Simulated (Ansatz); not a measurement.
# GaN (P6_3mc): lattice thermal conductivity, part 3 of 3

How well does the lattice of GaN conduct heat?

Measurements to reproduce:
- thermal conductivity 210 W/m/K near room temperature (given in “Combining the AFLOW GIBBS and Elastic Libraries to efficiently and robustly screen thermo-mechanical properties of solids”, 2017, arXiv:1611.05714)

Ansatz 0.2.0; DFT LDA, scalar-relativistic, plane waves, PAW; PAW set soft_1.

So far, κ at 300 K (relaxation time) (W/m/K): step 6 (a cheap rung) 302. The relaxed cell has a = 3.152, c = 5.138 Å (conventional setting).

The database entry behind the starting cell differs from later determinations by our own check (about 0.3 % short, ideal inner coordinate), so it need not match the best structure at ambient conditions.

### 7. Anharmonic force constants and conductivity, pair cutoff 3.354 Å, distances inside cutoff 2

Pairs of atoms inside the cutoff are displaced in a supercell, the forces give the cubic constants, and these give the three-phonon rates of the Boltzmann equation.

Input file input.yaml:

```yaml
crystal:
  lattice:
    - [3.15164975, 0.0, 0.0]
    - [-1.575824875, 2.7294087473, 0.0]
    - [0.0, 0.0, 5.1383029334]
  atoms:
    - { symbol: Ga, position: [0.3333333333, 0.6666666667, -0.0006990692] }
    - { symbol: Ga, position: [0.6666666667, 0.3333333333, 0.4993009308] }
    - { symbol: "N", position: [0.3333333333, 0.6666666667, 0.3756990692] }
    - { symbol: "N", position: [0.6666666667, 0.3333333333, 0.8756990692] }
kpoints:
  mp_grid: { grid: [9, 9, 6] }
hamiltonian:
  xc: lda
  pseudopotentials: { kind: paw, azcp: { folder: soft_1 }, xc_functional: pbe }
scf:
  occupations: { method: fixed }
  lower_state_search: "off"
output:
  eigenvalues: true
phonons:
  method: fd
  dielectric: true
  supercell: [3, 3, 2]
  temperatures: { t_max: 1000, t_step: 50 }
  qpath:
    path:
      - [[0.0, 0.0, 0.0], [0.5, 0.0, 0.0], [0.33333333, 0.33333333, 0.0], [0.0, 0.0, 0.0], [0.0, 0.0, 0.5], [0.5, 0.0, 0.5], [0.33333333, 0.33333333, 0.5], [0.0, 0.0, 0.5]]
      - [[0.5, 0.0, 0.5], [0.5, 0.0, 0.0]]
      - [[0.33333333, 0.33333333, 0.0], [0.33333333, 0.33333333, 0.5]]
    npoints: 10
  third_order: { supercell: [3, 3, 2], pair_cutoff: 3.354 }
  lattice_thermal_conductivity:
    qmesh: [19, 19, 9]
    temperatures: [100.0, 150.0, 200.0, 300.0, 400.0, 500.0, 600.0, 800.0]
    isotope_mass_variance:
      - { species: Ga, variance: 0.0001971 }
      - { species: "N", variance: 1.838e-05 }
```

On the command line:

```sh
ansatz run input.yaml --threads 18 --pin off --max-ram 92160MiB --backend cuda --events-out ev --progress --plain --runs-dir out --max-vram 78GiB
```

Numbers of over 12 decimals in the logs are rounded to 6 here.

The program printed:

```text
[...]
Crystal: 72 atoms, lattice volume = 795.607 Å³
Basis set: ecut = 420 eV, 15527 PW (Γ)
Bands: 396, of which v1, the nominal top of the filled ones, is band 324 counted from 1 (323 counted from 0)
Symmetry: 216 space group operations
k-points: 6 of 27 (time reversal used)
[...]
SCF iter   1: F=—  HF=-146955.562362 eV  |F-HF|=—  |Δ(HF+E_count)|=         —  Δρ=3.44e-8  dr2=7.73e-12  ethr=1.00e-12  ⟨swp⟩=3.0  Hψ=5853  notcnv=0
[...]
SCF iter   2: F=-146955.562362 eV  HF=-146955.562362 eV  |F-HF|=8.73e-11  |Δ(HF+E_count)|=  2.91e-11  Δρ=1.45e-8  dr2=1.12e-12  ethr=1.00e-12  ⟨swp⟩=3.0  Hψ=4993  notcnv=0
SCF 1 converged in 2 iterations: F = -146955.562362 eV  dr2 = 1.12e-12
[...]
Crystal: 4 atoms, lattice volume = 44.200 Å³
Basis set: ecut = 420 eV, 845 PW (Γ), exchange–correlation on 48×48×72 points (8 copies of the dense FFT grid, shifted against one another)
Bands: 22, of which v1, the nominal top of the filled ones, is band 18 counted from 1 (17 counted from 0)
Symmetry: 12 space group operations
k-points: 140 of 486 (irreducible under 2 space group operations, time reversal used)
[...]
SCF iter   1: F=—  HF=-8164.197911 eV  |F-HF|=—  |Δ(HF+E_count)|=         —  Δρ=8.32e-8  dr2=2.37e-12  ethr=1.69e-8  ⟨swp⟩=3.0  Hψ=20406  notcnv=0  defer=251
[...]
SCF 2 converged in 2 iterations: F = -8164.197911 eV  dr2 = 2.15e-12
[...]
5.618895     0.000000     0.000000
        0.000000     5.618895     0.000000
        0.000000     0.000000     5.791621
[...]
Born effective charges Z* (e; rows j = field, columns β = displacement):
    site 0:
         2.58548    0.00000   -0.00000
        -0.00000    2.58548    0.00000
        -0.00000   -0.00000    2.72158
    site 1:
         2.58548    0.00000   -0.00000
        -0.00000    2.58548   -0.00000
        -0.00000   -0.00000    2.72158
    site 2:
        -2.58548    0.00000    0.00000
         0.00000   -2.58548    0.00000
         0.00000    0.00000   -2.72158
    site 3:
        -2.58548   -0.00000   -0.00000
        -0.00000   -2.58548   -0.00000
        -0.00000   -0.00000   -2.72158
  Z* charge neutrality: 3.483e-3 e pre-enforcement
[...]
optical modes at Γ without the LO–TO term, one row a degenerate level:
      ω (cm⁻¹)  modes    IR ((D/Å)²/amu)
        139.85      2             0.0000
        335.93      1             0.0000
        538.37      1            29.3019
        560.36      2            52.8890
        569.46      2             0.0000
        698.05      1             0.0000
  optical modes at Γ + LO–TO along q̂ = [1.0000, 0.0000, 0.0000]:
      ω (cm⁻¹)  modes    IR ((D/Å)²/amu)
        139.85      2             0.0000
        335.93      1             0.0000
        538.37      1            29.3019
        560.36      1            26.4445
        569.46      2             0.0000
        698.05      1             0.0000
        735.60      1            26.4445
  optical modes at Γ + LO–TO along q̂ = [0.0000, 1.0000, 0.0000]:
      ω (cm⁻¹)  modes    IR ((D/Å)²/amu)
        139.85      2             0.0000
        335.93      1             0.0000
        538.37      1            29.3019
        560.36      1            26.4445
        569.46      2             0.0000
        698.05      1             0.0000
        735.60      1            26.4445
  optical modes at Γ + LO–TO along q̂ = [0.0000, 0.0000, 1.0000]:
      ω (cm⁻¹)  modes    IR ((D/Å)²/amu)
        139.85      2             0.0000
        335.93      1             0.0000
        560.36      2            52.8890
        569.46      2             0.0000
        698.05      1             0.0000
        730.74      1            29.3019
[...]
100.00          920.9657        985.9576           6          converged          7.237e-1
      150.00          562.9342        602.0216           8          converged          6.384e-1
      200.00          399.4286        426.1768           8          converged          6.053e-1
      300.00          257.5986        274.0389           9          converged          5.783e-1
      400.00          195.7211        208.0528           9          converged          5.674e-1
      500.00          160.3414        170.4799           9          converged          5.611e-1
      600.00          136.8968        145.6367           9          converged          5.570e-1
      800.00          107.0358        114.0270           9          converged          5.518e-1
```

Run time: 11 min. Hardware: 1 × NVIDIA GB200 with 18 threads of Arm Neoverse V2, shared host; peak memory 3.8 GiB; 2 h of CPU time.

Numbers from this step:

* κ at 300 K (relaxation time): 257.6 W/m/K
* κ at 300 K (full solution): 274 W/m/K
* mean free path at half of κ: 352 nm
* share of κ above the three lowest branches: 0.3
* third-order blocks: 616
* periodic aliases dropped: 24
* largest relative sum-rule correction: 0.3342
* displaced cells, third order: 436

LO-TO term included. Phonon branches along the path, in cm⁻¹:

```csv
point,branch 1,branch 2,branch 3,branch 4,branch 9,branch 10,branch 11,branch 12
Γ,0,0,0,140,570,570,698,736
halfway,103,115,168,209,593,629,684,718
M,138,184,205,234,617,646,692,703
halfway,177,192,223,235,626,645,680,697
K,212,212,217,257,649,653,653,690
halfway,130,134,189,224,601,634,681,712
Γ,0,0,0,140,570,570,698,736
halfway,61,61,129,132,568,568,703,726
A,107,107,107,107,564,564,715,715
halfway,148,148,172,172,602,602,700,700
L,173,173,177,177,613,613,700,700
halfway,161,161,212,212,635,635,692,692
H,157,157,241,241,664,664,672,672
halfway,165,165,173,173,608,608,696,696
A,107,107,107,107,564,564,715,715
jump to L,173,173,177,177,613,613,700,700
halfway,151,173,198,206,613,634,694,704
M,138,184,205,234,617,646,692,703
jump to K,212,212,217,257,649,653,653,690
halfway,182,182,225,253,657,661,661,685
H,157,157,241,241,664,664,672,672
```

W/m/K. Kappa, by row:

```csv
T (K),RTA xx,RTA yy,RTA zz,full xx,full yy,full zz,coherence part xx,coherence part yy,coherence part zz,ending,iterations,least Ritz value
100,909.2,909.2,944.6,975.8,975.8,1006,0.01392,0.01392,0.003725,converged,6,0.724
150,561.8,561.8,565.3,602.1,602.1,601.9,0.02412,0.02412,0.007696,converged,8,0.638
200,401.1,401.1,396,428.6,428.6,421.3,0.03345,0.03345,0.01266,converged,8,0.605
300,259.8,259.8,253.2,276.6,276.6,268.9,0.04946,0.04946,0.02359,converged,9,0.578
400,197.7,197.7,191.7,210.3,210.3,203.6,0.06212,0.06212,0.03421,converged,9,0.567
500,162.1,162.1,156.8,172.4,172.4,166.6,0.07237,0.07237,0.0441,converged,9,0.561
600,138.5,138.5,133.7,147.4,147.4,142.2,0.08103,0.08103,0.05331,converged,9,0.557
800,108.4,108.4,104.4,115.5,115.5,111.2,0.09534,0.09534,0.07015,converged,9,0.552
```

The lattice thermal conductivity by temperature:

```csv
temperature (K),RTA xx (W/m/K),RTA zz (W/m/K),full xx (W/m/K),full zz (W/m/K)
100,909,945,976,1006
150,562,565,602,602
200,401,396,429,421
300,260,253,277,269
400,198,192,210,204
500,162,157,172,167
600,138,134,147,142
800,108,104,116,111
```

Phonopy on the run's constants, 21x21x11 mesh, Gaussian sigma 5.5 cm⁻¹. The modes by wavenumber; read off at these points; values in 1/cm⁻¹/cell:

```csv
wavenumber (cm⁻¹),Ga,N
0.0,4.0e-5,1.0e-5
20.0,2.1e-4,4.1e-5
40.0,8.1e-4,1.6e-4
60.0,0.00179,3.4e-4
80.0,0.00340,6.1e-4
100.0,0.00588,9.8e-4
120.0,0.0105,0.00158
140.0,0.0228,0.00298
160.0,0.0419,0.00451
180.0,0.0362,0.00331
200.0,0.0304,0.00234
220.0,0.0250,0.00166
240.0,0.0177,0.00101
260.0,0.00639,6.0e-4
280.0,0.0108,7.7e-4
300.0,0.0303,9.0e-4
307.6,0.0376,8.0e-4
320.0,0.0322,4.5e-4
340.0,0.00509,4.8e-5
360.0,2.7e-6,0
380.0,0,0
400.0,0,0
420.0,0,0
440.0,0,0
460.0,0,0
480.0,0,0
500.0,0,0
520.0,0,0
540.0,1.6e-4,8.8e-4
560.0,0.00223,0.0135
580.0,0.00630,0.0497
586.0,0.00723,0.0628
590.9,0.00696,0.0646
600.0,0.00475,0.0500
620.0,0.00227,0.0336
640.0,0.00121,0.0288
660.0,1.5e-4,0.00541
680.0,8.4e-4,0.0294
693.5,0.00192,0.0589
700.0,0.00235,0.0549
720.0,0.00138,0.0102
740.0,8.4e-5,4.3e-4
760.0,0,0
```

Distinct triplets, nearest first. Third order norms, by row:

```csv
sites,side 1 (Å),side 2 (Å),side 3 (Å),norm of the 27 components (eV/Å³)
Ga-Ga-Ga,0,0,0,141.6
N-N-N,0,0,0,148.7
Ga-N-N,0,1.93,1.93,62.11
Ga-N-Ga,0,1.93,1.93,61.59
Ga-Ga-N,0,1.93,1.93,59.4
Ga-N-N,0,1.93,1.93,60.1
Ga-Ga-N,1.93,1.93,3.15,1.347
Ga-Ga-N,1.93,1.93,3.15,1.343
Ga-N-N,1.93,1.93,3.15,0.961
Ga-N-N,1.93,1.93,3.15,0.748
Ga-Ga-Ga,0,3.15,3.15,3.153
Ga-Ga-Ga,3.15,3.15,3.15,0.384
Ga-Ga-Ga,3.15,3.15,3.15,0.386
Ga-Ga-Ga,3.15,3.15,3.15,0.225
Ga-Ga-Ga,3.15,3.15,3.15,0.248
Ga-Ga-Ga,0,3.15,3.15,3.339
Ga-Ga-Ga,0,3.15,3.15,3.425
N-N-N,0,3.15,3.15,2.709
N-N-N,3.15,3.15,3.15,0.185
N-N-N,3.15,3.15,3.15,0.234
N-N-N,3.15,3.15,3.15,0.241
N-N-N,0,3.15,3.15,2.966
N-N-N,0,3.15,3.15,2.941
Ga-Ga-N,1.93,3.15,3.2,0.365
Ga-N-N,1.93,3.15,3.2,0.295
Ga-N-N,0,3.2,3.2,0.787
Ga-N-Ga,0,3.2,3.2,0.92
```

Born charge (rows field, columns displacement) (e), principal values of the symmetric part by kind of site:

```csv
atom,atoms with these values,low,middle,high,mean
Ga1,2,2.59,2.59,2.72,2.63
N3,2,-2.72,-2.59,-2.59,-2.63
```

In full for Ga1:

```
2.59 0.00 0.00
0.00 2.59 0.00
0.00 0.00 2.72
```

RTA, 300 K. Kappa by branch, by row:

```csv
branch (by rank),mean frequency (THz),mean rms speed (km/s),median lifetime (ps),share of kappa
1,4.23,2.17,38.2,0.235
2,4.63,2.47,40,0.229
3,5.55,2.27,48.5,0.236
4,6.26,2.55,39.7,0.146
5,8.18,3.04,9.8,0.129
6,9.28,1.59,4.63,0.009
7,17.41,0.96,6.13,0.001
8,17.69,1.18,6.43,0.002
9,18.24,1.41,7.83,0.004
10,18.8,1.48,8.53,0.005
11,20.62,0.8,11.7,0.002
12,21.11,0.74,6.48,0.001
```

Table of spectral kappa at 300 K by frequency; read off at these points; values in W/m/K/THz:

```csv
frequency (THz),relaxation time (W/m/K/THz),full solution (W/m/K/THz)
0.25,0,0
1.25,51.9,52.5
2.25,61.3,63.5
3.25,28.7,31.9
3.75,34.6,39.2
4.25,22.5,25.5
5.25,37.8,40.1
5.75,42.9,44.8
6.75,34.9,36.9
7.75,7.18,8.86
8.75,3.34,4.75
9.75,0.742,0.909
10.75,0,0
11.75,0,0
12.75,0,0
13.75,0,0
14.75,0,0
15.75,0,0
17.25,0.564,0.517
18.25,1.24,1.01
19.25,1.36,1.39
20.25,0.595,0.302
21.25,0.139,-0.0467
22.25,0,-1.0e-4
```

Relaxation-time solution. Table of share of κ carried by shorter paths by mean free path:

```csv
mean free path (nm),100 K,300 K,800 K
2.15,0,0,0.002
3.16,0,0,0.005
6.81,0,0.003,0.024
10,0,0.006,0.034
14.7,0,0.013,0.045
21.5,0,0.019,0.062
46.4,0.001,0.04,0.185
68.1,0.002,0.071,0.305
100,0.005,0.145,0.429
215,0.054,0.354,0.663
316,0.086,0.445,0.776
464,0.12,0.57,0.838
681,0.157,0.641,0.884
1470,0.208,0.758,0.96
2150,0.267,0.821,0.991
3160,0.327,0.883,1
6810,0.475,0.958,1
10000,0.563,1,1
14700,0.658,1,1
21500,0.821,1,1
46400,0.914,1,1
68100,1,1,1
```

300 K; a sample spread over frequency. Mode lifetimes, by row, the first 40 of 90 rows:

```csv
q1,q2,q3,branch,frequency (THz),rms speed (km/s),three-phonon rate (1/ps),isotope rate (1/ps),lifetime (ps),mean free path (nm)
0,0.0526,0,1,0.664,4.47,0.00157,4.68e-7,638,2850
0.0526,0.1053,0.1111,2,2.121,3.84,0.00327,9.82e-5,297,1140
0,0.2105,0.1111,1,2.82,3.01,0.00544,3.66e-4,172,518
0,0.2105,0.2222,2,3.304,3.29,0.0116,7.52e-4,80.9,266
0.0526,0.2632,0.1111,1,3.647,2.62,0.0141,0.00145,64.3,168
0.0526,0.1579,0.4444,1,3.906,2.89,0.0192,0.00222,46.7,135
0.1053,0.2105,0.2222,2,4.101,3.36,0.0219,0.00315,39.9,134
0.0526,0.3684,0.1111,1,4.203,1.91,0.0205,0.00463,39.8,75.8
0.0526,0.1053,0.2222,3,4.368,1.69,0.0236,0.0052,34.7,58.7
0.0526,0.1053,0.1111,4,4.491,1.53,0.025,0.00603,32.2,49.2
0.1053,0.1579,0.4444,2,4.628,1.72,0.0271,0.00716,29.2,50.1
0.1053,0.4211,0.1111,1,4.714,2.62,0.0225,0.0105,30.3,79.5
0.0526,0.0526,0,5,4.783,3.16,0.0185,0.00902,36.4,115
0.2632,0.3158,0.3333,1,4.872,1.57,0.0311,0.0108,23.9,37.5
0,0.3684,0.4444,2,4.976,1.89,0.0245,0.0108,28.3,53.4
0,0.0526,0.3333,5,5.066,6.9,0.0215,0.0117,30.1,207
0.0526,0.1579,0.4444,4,5.166,3.17,0.0159,0.0104,38,120
0.1053,0.3684,0.3333,2,5.293,2.04,0.0163,0.0089,39.6,80.8
0.1053,0.4211,0.2222,2,5.388,1.5,0.0124,0.0108,43.1,64.8
0.1053,0.1053,0.3333,4,5.485,3.2,0.0123,0.0105,43.8,140
0.0526,0.1053,0.3333,5,5.61,5.85,0.00501,0.00944,69.2,405
0.1579,0.4211,0,2,5.733,0.87,0.00866,0.00912,56.2,49.1
0.1053,0.1579,0.3333,4,5.875,2.73,0.00903,0.0109,50.1,137
0.1053,0.4211,0.4444,4,5.998,2.59,0.00741,0.0121,51.4,133
0,0.2632,0.3333,4,6.14,2.8,0.00825,0.0112,51.5,144
0.1053,0.4211,0.3333,4,6.252,2.31,0.00633,0.0118,55.2,127
0.2105,0.3158,0.4444,3,6.437,2.57,0.00465,0.012,60.1,154
0,0.2105,0,5,6.547,3.75,0.00453,0.0122,59.9,225
0.0526,0.2105,0.2222,5,6.705,5.56,0.00621,0.0104,60,334
0.1579,0.1579,0.1111,5,6.893,2.13,0.0113,0.0101,46.9,100
0.3158,0.3158,0.4444,3,7.071,1.23,0.0314,0.0109,23.6,29.1
0.0526,0.3158,0.1111,4,7.243,1.94,0.0845,0.00893,10.7,20.8
0,0.3158,0,5,7.55,3.76,0.043,0.0042,21.2,79.6
0,0.3158,0.2222,5,8.052,4.66,0.0845,0.00443,11.2,52.3
0.2632,0.2632,0.1111,5,8.529,1.71,0.106,0.00998,8.62,14.8
0.0526,0.3684,0.1111,5,8.74,3.1,0.0918,0.0134,9.5,29.5
0.1579,0.2105,0.4444,6,8.986,2.57,0.102,0.0205,8.17,21
0.1579,0.4211,0.1111,5,9.078,1.56,0.122,0.0349,6.37,9.93
0,0.3158,0.1111,6,9.166,0.93,0.19,0.0415,4.32,4.03
0.2105,0.2105,0.2222,6,9.272,1.07,0.159,0.0352,5.14,5.5
```

Without the LO-TO term. Gamma linewidths, by row:

```csv
branch,frequency (cm⁻¹),three-phonon rate (1/ps),isotope rate (1/ps),FWHM (cm⁻¹)
4,139.9,0.0168,0.00449,0.113
5,139.9,0.0168,0.00449,0.113
6,335.9,0.377,0.00579,2.03
7,538.4,2,0,10.6
8,560.4,0.407,6.93e-4,2.16
9,560.4,0.407,6.93e-4,2.16
10,569.5,0.119,0.0113,0.69
11,569.5,0.119,0.0113,0.69
12,698.1,0.0527,0.0232,0.403
```

W/m/K, third of the trace; RTA populations with a boundary rate v/L added to each mode (Matthiessen's rule). Kappa by grain size, by row:

```csv
T (K),bulk,10 nm,30 nm,100 nm,300 nm,1000 nm,10000 nm,100000 nm
100,921,7.396,20.28,54.59,115.1,219.4,533.8,822.4
300,257.6,12.99,30.72,67.07,113.2,165.3,234.1,254.5
600,136.8,12.91,27.82,54.04,81.91,107.7,131.7,136.3
```

W/m/K, third of the trace; RTA populations with the isotope rates scaled. Kappa by mass disorder, by row:

```csv
T (K),no isotopes,as typed,variance x 3,variance x 10,variance x 30
100,1666,921,635.9,359.8,189.4
300,395.4,257.6,194.4,134,86.24
600,184.7,136.8,105.5,74.64,51.54
```

At 300 K the relaxation-time value is 258 W/(m K).

### 8. The ladder

Ladder, by row:

```csv
cells or q mesh,k mesh,pair cutoff,atoms in the supercell,q-mesh of the transport sums,κ at 300 K (relaxation time) (W/m/K),κ at 300 K (full solution) (W/m/K),core-minutes
3x3x2,9x9x6,2.084,72,13×13×7,302.4,297,47.7
3x3x2,9x9x6,3.354,72,19×19×9,257.6,274,120.1
```

### 9. What came out

| Item | Value |
| --- | --- |
| highest frequency | 735.6 cm⁻¹ |
| Debye temperature from the second moment | 884 K |
| κ at 300 K (relaxation time) | 257.6 W/m/K |
| κ at 300 K (full solution) | 274 W/m/K |
| mean free path at half of κ | 352 nm |
| share of κ above the three lowest branches | 0.3 |

**Reading.** The lattice of GaN conducts 274 W/(m K) at 300 K by LDA (mean over directions, full solution). The full solution lies +6 % from the relaxation-time value at 300 K. Above 300 K the relaxation-time κ falls as T^-0.89, near the 1/T law of three-phonon scattering. Grains of 100 nm would keep 26 % of the bulk value at 300 K, and grains of 1 µm 64 %. Removing the natural isotope disorder raises κ at 300 K by 53 %. The first rung (72 atoms, cutoff 2.08 Å) gave 302 W/(m K) by relaxation time for 0.40 times the cost of the last; short cutoffs miss scattering channels and can err either way, and the meshes changed too. A measured thermal conductivity near room temperature is 210 W/m/K (arXiv:1611.05714); the calculated 274 W/m/K differs by +30 %. Four-phonon, defect and boundary scattering, which are left out, would lower the calculated value; thermal expansion is left out too. The sum rules changed one orbit of cubic constants by up to 33 %; by the manual a large change points to a short cutoff or, on a small and distant orbit, to noisy forces. The conductivities include the coherence part between close branches; the shares for grains, isotopes, branches and paths are of the relaxation-time populations alone. Cubic couplings among atoms farther apart than the pair cutoff are dropped, and neither the cutoff nor the q-mesh was shown to be converged here. The interpolation has no quadrupole term, so branches near the zone centre are less sure, since this crystal has sites that are not centres of inversion. The PAW files were made for PBE and are used here under another functional, for which the program regenerates the frozen cores.

[Logs are printed without paths, hosts, clocks, repeated set-up lines and the standing remarks that a program may print on its own settings, such as how far it seeks lower states.]

[Hosts, paths, dates, database ids (printed as entryN), source tags and the programs' standing remarks are cut or masked in the printed files.]

[A step with changed settings may run another functional than the one named; its input shows which.]
